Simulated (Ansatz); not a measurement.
# Phonons of GaAs (F-43m) against volume

Aim: how do the optical modes of GaAs (F-43m) move with volume?

Program: Ansatz 0.2.0. Level of theory: DFT PBE, scalar-relativistic, plane waves, PAW; PAW set soft_1. Results are calculated unless marked as measured.

**Measured values to reproduce.**

For GaAs, zincblende (commercial semi-insulating (001) wafer, relaxed), “Investigation of Radiation Effect on Structural and Optical Properties of GaAs under High-Energy Electron Irradiation” (2022, pmc:9457441) gives, by high-resolution XRD, reciprocal space mapping: lattice constant a (cubic a from (004) reciprocal space maps; peak position was aligned …) 5.653 Å [Peak position aligned to 66.049 deg for all samples, so the value is effectively fixed by …].

## (1) Starting point

Symmetry: F-43m, No. 216, cubic system. Conventional cell: a = 5.654 Å, b = 5.654 Å, c = 5.654 Å, α = 90.00°, β = 90.00°, γ = 90.00°. Nearest to Ga lie 4 As at 2.45 Å. As has 4 Ga at 2.45 Å nearest. Farther neighbours are not listed.

Structure file:

```cif
data_structure
_symmetry_space_group_name_H-M 'P 1'
_symmetry_Int_Tables_number 1
_cell_length_a 3.9978
_cell_length_b 3.9978
_cell_length_c 3.9978
_cell_angle_alpha 60.000
_cell_angle_beta 60.000
_cell_angle_gamma 60.000
_cell_volume 45.18
loop_
_atom_site_label
_atom_site_type_symbol
_atom_site_fract_x
_atom_site_fract_y
_atom_site_fract_z
_atom_site_occupancy
Ga1 Ga 0.00000 0.00000 0.00000 1
As2 As 0.75000 0.75000 0.75000 1
```

## (2) Bringing the structure to rest

The cell and atoms are relaxed, since residual forces and stress would shift the frequencies.

input.yaml reads:

```yaml
crystal:
  lattice:
    - [0.0, 2.82685, 2.82685]
    - [2.82685, 0.0, 2.82685]
    - [2.82685, 2.82685, 0.0]
  atoms:
    - { symbol: Ga, position: [0.0, 0.0, 0.0] }
    - { symbol: As, position: [0.75, 0.75, 0.75] }
kpoints:
  mp_grid: { grid: [12, 12, 12] }
hamiltonian:
  xc: pbe
  pseudopotentials: { kind: paw, azcp: { folder: soft_1 } }
scf:
  occupations: { method: gaussian, width: 0.02 }
output:
  forces: true
  stress: true
  eigenvalues: true
relax:
  adjacent_minimum: "off"
  f_tol: 0.005
  max_steps: 80
  cell: { stress_tol: 0.05 }
```

Launch:

```bash
> ansatz run input.yaml --threads 4 --pin off --max-ram 10240MiB --backend cpu --events-out ev --progress --plain --runs-dir out
```

Numbers of over 12 decimals in the logs are rounded to 6 here.

What it wrote:

```text
Engine: ansatz 0.2.0, aarch64-unknown-linux-gnu
Pseudopotentials: kind: paw
Pseudopotential: Ga, paw, valence charge 13, recommended cutoff 420 eV (normal), soft_1/Ga.paw.azcp
Pseudopotential: As, paw, valence charge 15, recommended cutoff 420 eV (normal), soft_1/As.paw.azcp
Functional definition: PBE
  parameter kappa = 0.804
  parameter beta = 0.066725
  exchange = pbe_x(kappa = kappa, mu = beta*pi^2/3)
  correlation = pbe_c(beta = beta)
Crystal: 2 atoms, lattice volume = 45.179 Å³
Basis set: ecut = 420 eV, 893 PW (Γ), exchange–correlation on 54×54×54 points (8 copies of the dense FFT grid, shifted against one another)
Bands: 18, of which v1, the nominal top of the filled ones, is band 14 counted from 1 (13 counted from 0)
Symmetry: 24 space group operations
Space group: F-43m (ITA 216), of the structure as read, at distance tolerance 3.6e-5 Å
k-points: 72 of 1728 (time reversal used)
Non-local potential: Ga, projectors of the file, l = 0: 2, l = 1: 2, l = 2: 3, l = 3: 1
Non-local potential: As, projectors of the file, l = 0: 2, l = 1: 2, l = 2: 3, l = 3: 1
PAW form: soft (Blöchl's): semilocal exchange-correlation on the pseudo side does not see the compensation charge
PAW one-centre angular grid: Ga, 590 points (default); XC on 64 Gauss nodes
PAW one-centre angular grid: As, 590 points (default); XC on 64 Gauss nodes
Initial density: superposition of atomic densities (chi_scale 0.1, normalization cell, long waves kept (reshape's long-wave potential 0.00 eV rms))
Initial wavefunctions: pseudopotential atomic-orbital guess
Functional: x = pbe(κ = 0.804, μ = 0.219515), c = pbe(β = 0.066725)
SCF iter   1: F=—  HF=-8639.935733 eV  |F-HF|=—  |Δ(HF+E_count)|=         —  Δρ=4.37e-2  dr2=4.80e-1  ethr=3.10e-3  ⟨swp⟩=6.0  Hψ=6211  notcnv=0
preconditioner: auto → none  [insulator: Δε(μ)=0.521 eV  Ē_g=15.729 eV  σ=0.020 eV  W_gap=1.00  n_scr=14 (ndim 8)  ℏωp=23.4 eV  f_vac=0.001  D(μ)=0.00/eV (n_scr^D=0)  ε∞_Penn≈3.2]
SCF iter   2: F=—  HF=-8639.864176 eV  |F-HF|=—  |Δ(HF+E_count)|=   7.16e-2  Δρ=1.87e-2  dr2=8.86e-2  ethr=1.72e-3  ⟨swp⟩=2.0  Hψ=2160  notcnv=0
SCF iter   3: F=—  HF=-8639.858655 eV  |F-HF|=—  |Δ(HF+E_count)|=   5.52e-3  Δρ=6.01e-3  dr2=9.40e-3  ethr=3.16e-4  ⟨swp⟩=2.1  Hψ=2252  notcnv=0
SCF iter   4: F=—  HF=-8639.850855 eV  |F-HF|=—  |Δ(HF+E_count)|=   7.80e-3  Δρ=9.09e-4  dr2=1.30e-4  ethr=3.36e-5  ⟨swp⟩=2.7  Hψ=2306  notcnv=0
SCF iter   5: F=—  HF=-8639.850944 eV  |F-HF|=—  |Δ(HF+E_count)|=   8.85e-5  Δρ=2.39e-4  dr2=1.88e-5  ethr=4.63e-7  ⟨swp⟩=2.0  Hψ=2304  notcnv=0
SCF iter   6: F=—  HF=-8639.850943 eV  |F-HF|=—  |Δ(HF+E_count)|=   4.78e-7  Δρ=6.93e-5  dr2=1.19e-6  ethr=6.73e-8  ⟨swp⟩=2.0  Hψ=2304  notcnv=0
SCF iter   7: F=-8639.850943 eV  HF=-8639.850943 eV  |F-HF|=2.23e-8  |Δ(HF+E_count)|=   1.64e-7  Δρ=1.07e-5  dr2=3.55e-8  ethr=3.57e-10  ⟨swp⟩=6.3  Hψ=6711  notcnv=0
SCF 1 converged in 7 iterations: F = -8639.850943 eV  dr2 = 3.55e-8
  greatest PAW one-centre occupation: 0.999 electrons in one spin orbital (limit 2), on the As atom at site 1 (counted from 0), in its partial waves of l = 2
relax step   1: F+E_penalty+E_count = -8639.85094345 eV  Δ(F+E_penalty+E_count) = +0.000e0 eV  max|allowed force component| = 3.036e-18 eV/Å  Δτ_max = 0.0000 Å  P = +3.313 GPa  Ω = 45.179 Å³  (7 SCF iters, dr2 threshold 1.00e-7 eV, accepted)
Crystal: 2 atoms, lattice volume = 46.959 Å³
Basis set: ecut = 420 eV, 941 PW (Γ), exchange–correlation on 54×54×54 points (8 copies of the dense FFT grid, shifted against one another)
Initial density: handed on by an earlier stage of this run
Initial wavefunctions: those handed on with the density
iter 1 solved again at ethr=4.81e-6 eV; its pass at ethr=3.10e-3 eV (dr2=1.35e-3 eV) is discarded
SCF iter   1: F=—  HF=-8639.871806 eV  |F-HF|=—  |Δ(HF+E_count)|=         —  Δρ=1.65e-3  dr2=1.33e-3  ethr=4.81e-6  ⟨swp⟩=2.0  Hψ=8826  notcnv=0
preconditioner: auto → none  [insulator: Δε(μ)=0.236 eV  Ē_g=15.274 eV  σ=0.020 eV  W_gap=1.00  n_scr=14 (ndim 8)  ℏωp=23.0 eV  f_vac=0.101  D(μ)=0.00/eV (n_scr^D=0)  ε∞_Penn≈3.3]
SCF iter   2: F=—  HF=-8639.871809 eV  |F-HF|=—  |Δ(HF+E_count)|=   3.16e-6  Δρ=7.07e-4  dr2=2.27e-4  ethr=4.73e-6  ⟨swp⟩=2.0  Hψ=1944  notcnv=0
SCF iter   3: F=—  HF=-8639.871881 eV  |F-HF|=—  |Δ(HF+E_count)|=   7.25e-5  Δρ=2.23e-4  dr2=1.43e-5  ethr=8.12e-7  ⟨swp⟩=2.3  Hψ=2287  notcnv=0
SCF iter   4: F=—  HF=-8639.871868 eV  |F-HF|=—  |Δ(HF+E_count)|=   1.32e-5  Δρ=5.43e-5  dr2=9.56e-7  ethr=5.10e-8  ⟨swp⟩=2.0  Hψ=2304  notcnv=0
SCF iter   5: F=-8639.871869 eV  HF=-8639.871869 eV  |F-HF|=1.47e-7  |Δ(HF+E_count)|=   1.09e-6  Δρ=1.85e-5  dr2=1.89e-7  ethr=7.14e-10  ⟨swp⟩=6.9  Hψ=6763  notcnv=0
SCF 2 converged in 5 iterations: F = -8639.871869 eV  dr2 = 1.89e-7
relax step   2: F+E_penalty+E_count = -8639.87186905 eV  Δ(F+E_penalty+E_count) = -2.093e-2 eV  max|allowed force component| = 6.849e-18 eV/Å  Δτ_max = 0.0000 Å  P = +0.617 GPa  Ω = 46.959 Å³  energy of the carried Pulay correction = -3.656e-4 eV  (5 SCF iters, dr2 threshold 2.00e-7 eV, accepted)
Crystal: 2 atoms, lattice volume = 47.386 Å³
iter 1 solved again at ethr=2.53e-7 eV; its pass at ethr=3.10e-3 eV (dr2=7.08e-5 eV) is discarded
SCF iter   1: F=—  HF=-8639.872669 eV  |F-HF|=—  |Δ(HF+E_count)|=         —  Δρ=3.91e-4  dr2=7.26e-5  ethr=2.53e-7  ⟨swp⟩=3.3  Hψ=8569  notcnv=0
preconditioner: auto → none  [insulator: Δε(μ)=0.168 eV  Ē_g=15.247 eV  σ=0.020 eV  W_gap=1.00  n_scr=14 (ndim 8)  ℏωp=22.9 eV  f_vac=0.097  D(μ)=0.00/eV (n_scr^D=0)  ε∞_Penn≈3.3]
SCF iter   2: F=—  HF=-8639.872667 eV  |F-HF|=—  |Δ(HF+E_count)|=   1.79e-6  Δρ=1.64e-4  dr2=1.25e-5  ethr=2.53e-7  ⟨swp⟩=2.0  Hψ=1944  notcnv=0
SCF iter   3: F=—  HF=-8639.872672 eV  |F-HF|=—  |Δ(HF+E_count)|=   4.78e-6  Δρ=6.26e-5  dr2=1.20e-6  ethr=4.45e-8  ⟨swp⟩=2.0  Hψ=1945  notcnv=0
SCF iter   4: F=-8639.872671 eV  HF=-8639.872671 eV  |F-HF|=5.31e-8  |Δ(HF+E_count)|=   7.40e-7  Δρ=1.34e-5  dr2=5.98e-8  ethr=7.14e-10  ⟨swp⟩=7.0  Hψ=7100  notcnv=0
SCF 3 converged in 4 iterations: F = -8639.872671 eV  dr2 = 5.98e-8
relax step   3: F+E_penalty+E_count = -8639.87267127 eV  Δ(F+E_penalty+E_count) = -8.022e-4 eV  max|allowed force component| = 9.722e-18 eV/Å  Δτ_max = 0.0000 Å  P = +0.052 GPa  Ω = 47.386 Å³  energy of the carried Pulay correction = -4.512e-4 eV  (4 SCF iters, dr2 threshold 2.00e-7 eV, accepted)
[...]
relax step   4: F+E_penalty+E_count = -8639.87267006 eV  Δ(F+E_penalty+E_count) = +1.208e-6 eV  max|allowed force component| = 6.252e-18 eV/Å  Δτ_max = 0.0000 Å  P = +0.001 GPa  Ω = 47.426 Å³  energy of the carried Pulay correction = -4.592e-4 eV  (4 SCF iters, dr2 threshold 6.82e-9 eV, accepted)
Basis set: ecut = 420 eV, 941 PW (Γ), exchange–correlation on 60×60×60 points (8 copies of the dense FFT grid, shifted against one another)
Initial wavefunctions: pseudopotential atomic-orbital guess (no wavefunctions were taken with the density)
iter 1 solved again at ethr=3.91e-7 eV; its pass at ethr=3.10e-3 eV (dr2=1.10e-4 eV) is discarded
SCF iter   1: F=—  HF=-8639.871148 eV  |F-HF|=—  |Δ(HF+E_count)|=         —  Δρ=3.97e-4  dr2=2.34e-6  ethr=3.91e-7  ⟨swp⟩=3.0  Hψ=9292  notcnv=0
preconditioner: auto → none  [insulator: Δε(μ)=0.162 eV  Ē_g=15.249 eV  σ=0.020 eV  W_gap=1.00  n_scr=14 (ndim 8)  ℏωp=22.9 eV  f_vac=0.093  D(μ)=0.00/eV (n_scr^D=0)  ε∞_Penn≈3.3]
SCF iter   2: F=—  HF=-8639.872645 eV  |F-HF|=—  |Δ(HF+E_count)|=   1.50e-3  Δρ=2.02e-4  dr2=8.57e-7  ethr=8.37e-9  ⟨swp⟩=2.0  Hψ=1950  notcnv=0
SCF iter   3: F=—  HF=-8639.873107 eV  |F-HF|=—  |Δ(HF+E_count)|=   4.61e-4  Δρ=4.37e-5  dr2=1.35e-7  ethr=3.06e-9  ⟨swp⟩=2.0  Hψ=1944  notcnv=0
SCF iter   4: F=—  HF=-8639.873128 eV  |F-HF|=—  |Δ(HF+E_count)|=   2.14e-5  Δρ=8.57e-6  dr2=7.49e-9  ethr=4.84e-10  ⟨swp⟩=2.0  Hψ=1944  notcnv=0
SCF iter   5: F=—  HF=-8639.873129 eV  |F-HF|=—  |Δ(HF+E_count)|=   6.12e-7  Δρ=9.84e-7  dr2=2.31e-10  ethr=2.67e-11  ⟨swp⟩=2.0  Hψ=1944  notcnv=0
SCF iter   6: F=-8639.873129 eV  HF=-8639.873129 eV  |F-HF|=5.82e-11  |Δ(HF+E_count)|=   6.20e-9  Δρ=1.98e-7  dr2=1.50e-11  ethr=1.00e-12  ⟨swp⟩=4.0  Hψ=6113  notcnv=0
SCF 5 converged in 6 iterations: F = -8639.873129 eV  dr2 = 1.50e-11
relax step   5: F+E_penalty+E_count = -8639.87312884 eV  Δ(F+E_penalty+E_count) = -4.588e-4 eV  max|allowed force component| = 5.999e-18 eV/Å  Δτ_max = 0.0000 Å  P = +0.001 GPa  Ω = 47.426 Å³  stress off target by 8.44e-4 GPa  SCF on the basis re-selected at this cell (its energy is not comparable with the rows above)  (6 SCF iters)
basis re-selected at this cell: Δ(F+E_penalty+E_count) = -4.588e-4 eV, ΔP = -0.000 GPa vs the last step (what re-selecting the basis moved, of the pressure what is left beyond the Pulay correction that the steps carried, after the strain that the cell walked since its last selection, with what the two solves' SCF thresholds leave and, on support functions, any second-order correction that the steps lacked; it is no measure of the basis error at this ecutwfc). The dense FFT grid was sized anew with the basis: this SCF ran on 30×30×30 points, the steps before it on 27×27×27, so part of this shift can come from that change (see relax.cell in the input reference). [rest of the remark cut]
SCF converged after 6 iterations
Free energy (F): -8639.873129 eV
Harris-Foulkes:  -8639.873129 eV  (|F-HF|=5.82e-11)
Internal energy: -8639.873129 eV  (E = F + TS)
E sigma→0 (E₀):  -8639.873129 eV
Fermi energy:    7.374947 eV
--- Per-component energies (eV) ---
  E_band       = -334.453539
  E_kinetic    = 208.616798
  E_local      = -3728.552016  (includes V_loc(G=0)·N_el)
  E_nonlocal   = -486.473316
  E_hartree    = 2159.992185
  E_xc         = -133.350006
  E_vxc        = -129.210229  (∫ρ·V_xc dr)
  E_paw        = -4004.680577  (= ΣΔE_a)
  E_vpaw       = -518.818861  (= ΣTr[D̂ρ^β])
  E_aug_tail   = -0.000233  (compensation charges beyond the density's cutoff)
  E_ewald      = -2655.425963
  E_smearing   = -0.000000  (= −TS)
  E_closure    = 0.000000  (closes the sum)
  Σ components = -8639.873129   (vs F -8639.873129, Δ=0.00e0)
--- Forces (eV/Å), atoms counted from 1 ---
  atom   1  Ga    -0.00000000    -0.00000000    -0.00000000
  atom   2  As     0.00000000    -0.00000000    -0.00000000
  max |Σ_I F_I| component: 1.23e-17 eV/Å
--- Stress (GPa, compression-positive) ---
        0.000844      -0.000000      -0.000000
       -0.000000       0.000844       0.000000
       -0.000000       0.000000       0.000844
  P = ⅓ Tr σ = 0.0008 GPa (0.008 kbar)
--- Band table (eV; the first three rows and the last of 72) ---
  k-point 0: bands = [... 10 lower, -5.0960, 7.2929, 7.2929, 7.2929, 7.4543, 11.0194, 11.0194, 11.0194]
  k-point 1: bands = [... 10 lower, -5.0199, 6.0126, 7.1884, 7.1884, 8.4032, 11.1447, 11.1773, 11.1773]
  k-point 2: bands = [... 10 lower, -4.7982, 4.5938, 6.9405, 6.9405, 8.7317, 11.5350, 11.5350, 11.8328]
  k-point 71: bands = [... 10 lower, -2.7578, 0.8730, 3.9856, 4.1772, 11.6894, 11.9908, 12.5541, 13.3222]
--- Relaxed structure (4 steps of the walk, 4 accepted, 1 SCFs on fresh bases) ---
  F+E_penalty+E_count = -8639.87312884 eV   max|allowed force component| = 5.999e-18 eV/Å   (the final SCF, on the basis selected at the relaxed cell)
  cell:  # Å, volume = 47.4256 Å³
    - [0, 2.872947, 2.872947]
    - [2.872947, 0, 2.872947]
    - [2.872947, 2.872947, 0]
  atoms:
    - { symbol: Ga, position: [0, 0, 0] }
    - { symbol: As, position: [0.750000, 0.750000, 0.750000] }
```

Run time: 9.1 s. Hardware: 4 threads of Arm Neoverse V1, shared host; peak memory 0.43 GiB; 34 s of CPU time.

Step by step:

```csv
step,energy less that of the first step (eV),largest force component (eV/Å),pressure (GPa),volume (Å³)
1,0.0000,0.0000,3.31,45.18
2,-0.0209,0.0000,0.62,46.96
3,-0.0217,0.0000,0.05,47.39
4,-0.0217,0.0000,0.00,47.43
5*,-0.0222,0.0000,0.00,47.43
```

Relaxation steps marked * repeat the geometry before them on a plane-wave basis chosen anew for their cell, so energy and pressure can jump there.

The run keeps the 24 symmetry operations that it works with, so distortions that break them were not tested.

```csv
"conventional cell, symmetrised",before,after,change
a (Å),5.654,5.746,+1.6 %
b (Å),5.654,5.746,+1.6 %
c (Å),5.654,5.746,+1.6 %
volume (Å³/atom),22.59,23.71,+5.0 %
```

Final coordinates:

```xyz
2
Lattice="0.0000 2.8729 2.8729 2.8729 0.0000 2.8729 2.8729 2.8729 0.0000" Properties=species:S:1:pos:R:3 pbc="T T T"
Ga    0.0000    0.0000    0.0000
As    4.3094    4.3094    4.3094
```

Numbers from this step:

```
pressure          : 8.44e-4 GPa
gap on the k-mesh : 0.1614 eV
volume per atom   : 23.71 Å³
```

In this step the volume went from 22.59 to 23.71 Å³/atom.

## (3) Tight relaxation

Phonons need small forces and stress, so the relaxation is finished with tight tolerances on 12×12×12 k points.

input.yaml, the sections that differ from step 2:

```yaml
crystal:
  lattice:
    - [0.0, 2.8729472222, 2.8729472222]
    - [2.8729472222, 0.0, 2.8729472222]
    - [2.8729472222, 2.8729472222, 0.0]
  atoms:
    - { symbol: Ga, position: [0.0, 0.0, 0.0] }
    - { symbol: As, position: [0.75, 0.75, 0.75] }
relax:
  adjacent_minimum: "off"
  f_tol: 0.001
  max_steps: 60
  cell: { stress_tol: 0.01 }
# kpoints, hamiltonian, scf, output: as in step 2
```

What it wrote:

```text
[...]
Crystal: 2 atoms, lattice volume = 47.426 Å³
Basis set: ecut = 420 eV, 941 PW (Γ), exchange–correlation on 60×60×60 points (8 copies of the dense FFT grid, shifted against one another)
Bands: 18, of which v1, the nominal top of the filled ones, is band 14 counted from 1 (13 counted from 0)
Symmetry: 24 space group operations
[...]
k-points: 72 of 1728 (time reversal used)
[...]
k-point 71: bands = [... 10 lower, -2.7578, 0.8730, 3.9856, 4.1772, 11.6894, 11.9908, 12.5541, 13.3222]
--- Relaxed structure (1 steps of the walk, 1 accepted, 1 SCFs on fresh bases) ---
[...]
cell:  # Å, volume = 47.4256 Å³
    - [0.0, 2.8729472222, 2.8729472222]
    - [2.8729472222, 0.0, 2.8729472222]
    - [2.8729472222, 2.8729472222, 0.0]
  atoms:
    - { symbol: Ga, position: [0.0, 0.0, 0.0] }
    - { symbol: As, position: [0.75, 0.75, 0.75] }
[key lines of the parts left out:]
SCF converged after 6 iterations
Free energy (F): -8639.873129 eV
Fermi energy:    7.374945 eV
P = ⅓ Tr σ = 0.0009 GPa (0.009 kbar)
```

The job ended after 4.5 s (4 threads; peak memory 0.41 GiB).

Little changed from the start: no atom moved by 0.005 Å and no cell edge by 0.1 %.

This step gave:

| Quantity | Value |
| --- | --- |
| pressure | 8.54e-4 GPa |

The forces vanish by symmetry and the pressure is 0.001 GPa, within the tolerances set. The cell now holds 23.71 Å³/atom.

## (4) Modes at rest

Phonons follow from the second derivative of the energy, found here by linear response.

The modes at rest are the reference of the series.

Edit input.yaml of step 3 so:

```diff
@@ -16,9 +16,4 @@
 output:
-  forces: true
-  stress: true
   eigenvalues: true
-relax:
-  adjacent_minimum: "off"
-  f_tol: 0.001
-  max_steps: 60
-  cell: { stress_tol: 0.01 }
+phonons:
+  method: dfpt
```

What it wrote:

```text
zone centre: on kpoints.mp_grid the ground state, and the responses unless they are solved on pairs of k-points, stand on 163 of the mesh's 1728 k-points, reduced under 8 symmetry operations, with k and −k counted as one. Each operation leaves every solved displacement unchanged or reverses it
[...]
Crystal: 2 atoms, lattice volume = 47.426 Å³
Basis set: ecut = 420 eV, 941 PW (Γ), exchange–correlation on 60×60×60 points (8 copies of the dense FFT grid, shifted against one another)
Bands: 18, of which v1, the nominal top of the filled ones, is band 14 counted from 1 (13 counted from 0)
Symmetry: 24 space group operations
k-points: 163 of 1728 (irreducible under 8 space group operations, time reversal used)
[...]
SCF iter   1: F=—  HF=-8639.954971 eV  |F-HF|=—  |Δ(HF+E_count)|=         —  Δρ=4.21e-2  dr2=4.61e-1  ethr=3.10e-3  ⟨swp⟩=6.0  Hψ=13924  notcnv=0
[...]
SCF iter  10: F=-8639.873129 eV  HF=-8639.873129 eV  |F-HF|=0.00e0  |Δ(HF+E_count)|=  4.09e-10  Δρ=1.29e-8  dr2=5.33e-14  ethr=1.00e-12  ⟨swp⟩=6.0  Hψ=13200  notcnv=0
SCF 1 converged in 10 iterations: F = -8639.873129 eV  dr2 = 5.33e-14
[...]
DFPT response loops at Γ: preconditioner auto → none (the input reference at scf.mixing.eps_inf says where Resta's filter doesn't serve); β = 0.50; Broyden in place of MSR1
SCF converged after 10 iterations
Free energy (F): -8639.873129 eV
[...]
Internal energy: -8639.873129 eV  (E = F + TS)
E sigma→0 (E₀):  -8639.873129 eV
Fermi energy:    7.374945 eV
[...]
--- Band table (eV; the first three rows and the last of 163) ---
  k-point 0: bands = [... 10 lower, -5.0960, 7.2929, 7.2929, 7.2929, 7.4543, 11.0194, 11.0194, 11.0194]
  k-point 1: bands = [... 10 lower, -5.0199, 6.0126, 7.1884, 7.1884, 8.4032, 11.1447, 11.1773, 11.1773]
  k-point 2: bands = [... 10 lower, -4.7982, 4.5938, 6.9405, 6.9405, 8.7317, 11.5350, 11.5350, 11.8328]
  k-point 162: bands = [... 10 lower, -2.7578, 0.8730, 3.9856, 4.1772, 11.6894, 11.9908, 12.5541, 13.3222]
--- Phonons (Γ-DFPT): 2 representative perturbations + reference, on 163 of 1728 k-points (Σ response iterations 6) ---
  k mesh reduced under 8 symmetry operations, with k and −k counted as one. Each operation leaves every solved displacement unchanged or reverses it
  ASR residual: 1.260e-5 → 0.000e0 eV/Å²; symmetrization residual: 1.358e-6 eV/Å²
  ASR residual per site (eV/Å²): 4.40e-6 1.26e-5
  Γ frequencies (cm⁻¹): 0.00 0.00 0.00 251.90 251.90 251.90
  non-analytic LO–TO correction: not included (Born effective charges unavailable; polar crystals: no LO–TO splitting at Γ)
```

Wall time 14 s (4 threads); peak memory 0.72 GiB; 53 s of CPU time.

The column dr2 measures how far the density is from self-consistency, as an energy; F and HF (Harris–Foulkes) agree once it is small.

Numbers from this step:

| Item | Value |
| --- | --- |
| sum-rule residual before enforcement | 1.26e-5 eV/Å² |
| point group | -43m |
| highest optical mode at the zone centre (no LO-TO term) | 251.9 cm⁻¹ |
| lowest optical zone-centre mode | 251.9 cm⁻¹ |

Without the LO-TO term. Patterns of degenerate modes are one choice out of their space. Modes at Γ, with each element's share of the kinetic energy:

```csv
mode,frequency (cm⁻¹),symmetry,Ga %,As %
1,0.0,acoustic,48,52
2,0.0,acoustic,48,52
3,0.0,acoustic,48,52
4,251.9,T2,52,48
5,251.9,T2,52,48
6,251.9,T2,52,48
```

Displacements in mode 5 (251.9 cm⁻¹), the largest set to 1:
```
Ga1  0.00  1.00  0.00
As2  0.00 -0.93  0.00
```

Before it was imposed, the acoustic sum rule was missed by 1.3e-5 eV/Å². Small misses are needed for a sound result but don't prove that mesh and cutoff are converged. The lowest optical mode is real, 252 cm⁻¹.

(Continued in part 2 of 2.)

[Logs are printed without paths, hosts, clocks, repeated set-up lines and the standing remarks that a program may print on its own settings, such as how far it seeks lower states.]

[Hosts, paths, dates, database ids (printed as entryN), source tags and the programs' standing remarks are cut or masked in the printed files.]
